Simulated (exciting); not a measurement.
Consider InF3, space group R-3c.

```cif
data_structure
_symmetry_space_group_name_H-M 'P 1'
_symmetry_Int_Tables_number 1
_cell_length_a 5.7206
_cell_length_b 5.7206
_cell_length_c 5.7206
_cell_angle_alpha 56.443
_cell_angle_beta 56.443
_cell_angle_gamma 56.443
_cell_volume 121.49
loop_
_atom_site_label
_atom_site_type_symbol
_atom_site_fract_x
_atom_site_fract_y
_atom_site_fract_z
_atom_site_occupancy
In1 In 0.00000 0.00000 0.00000 1
In2 In 0.50000 0.50000 0.50000 1
F3 F 0.85840 0.25000 0.64160 1
F4 F 0.25000 0.64160 0.85840 1
F5 F 0.64160 0.85840 0.25000 1
F6 F 0.14160 0.75000 0.35840 1
F7 F 0.75000 0.35840 0.14160 1
F8 F 0.35840 0.14160 0.75000 1
```

Absorber: atom 3, with 2 In at 2.05 Å (bent, 147°, site symmetry 2). Method: exciting, all-electron LAPW+lo, LDA, exchange and screened direct term (singlet BSE), 3×3×3 shifted k points, 41 conduction bands, |G+q| up to 3 bohr⁻¹, full RPA screening with nempty = 74, Lorentzian half width 0.45 eV.

Q: Predict the F K near-edge structure at this level.

Bound core exciton? Yes on this mesh: the first bright state (over 5 % of the brightest) lies at -1.34 eV from the Kohn–Sham onset and at -1.65 eV from the lowest bare transition of its own mesh. Maxima (height): -0.5 eV (0.84), 3.9 eV (1.00), 6.9 eV (0.51), 14.0 eV (0.21) and 21.1 eV (0.16).

Energy from the Kohn–Sham onset, core level to the lowest empty state found on the meshes used; Im ε in relative units:

```tsv
E (eV)	Im ε
-4.5	0.02
-4.0	0.03
-3.5	0.03
-3.0	0.05
-2.5	0.07
-2.0	0.12
-1.5	0.25
-1.0	0.48
-0.5	0.84
0.0	0.56
0.5	0.43
1.0	0.37
1.5	0.30
2.0	0.28
2.5	0.30
3.0	0.38
3.5	0.66
4.0	0.98
4.5	0.67
5.0	0.64
5.5	0.51
6.0	0.46
6.5	0.49
7.0	0.50
7.5	0.38
8.0	0.32
8.5	0.30
9.0	0.29
9.5	0.24
10.0	0.19
10.5	0.16
11.0	0.15
11.5	0.15
12.0	0.15
12.5	0.15
13.0	0.15
13.5	0.18
14.0	0.21
14.5	0.19
15.0	0.16
15.5	0.13
16.0	0.12
16.5	0.11
17.0	0.12
17.5	0.14
18.0	0.16
18.5	0.15
19.0	0.16
19.5	0.16
20.0	0.16
20.5	0.16
21.0	0.16
21.5	0.16
22.0	0.16
22.5	0.15
```

Binding energies aren't converged on 27 k points, and fine structure above the first lines is partly noise of the mesh. Exchange and the short-range direct term aren't converged in the kernel cutoff. The zero comes from the unshifted 3×3×3 ground-state mesh; it is exact only where the band minimum lies on that mesh. The Kohn–Sham onset, 651 eV, is no photon energy: the scale needs a rigid shift. No quasiparticle correction widens the gap or stretches the bands. Vibrations and energy-dependent lifetimes are left out. The structure is a published determination, not relaxed.

[Banner, clock and machine lines of the logs are left out without a mark of their own.]

[Logs are printed without paths, hosts, clocks, repeated set-up lines and the standing remarks that a program may print on its own settings, such as how far it seeks lower states.]

[Hosts, paths, dates, database ids (printed as entryN), source tags and the programs' standing remarks are cut or masked in the printed files.]
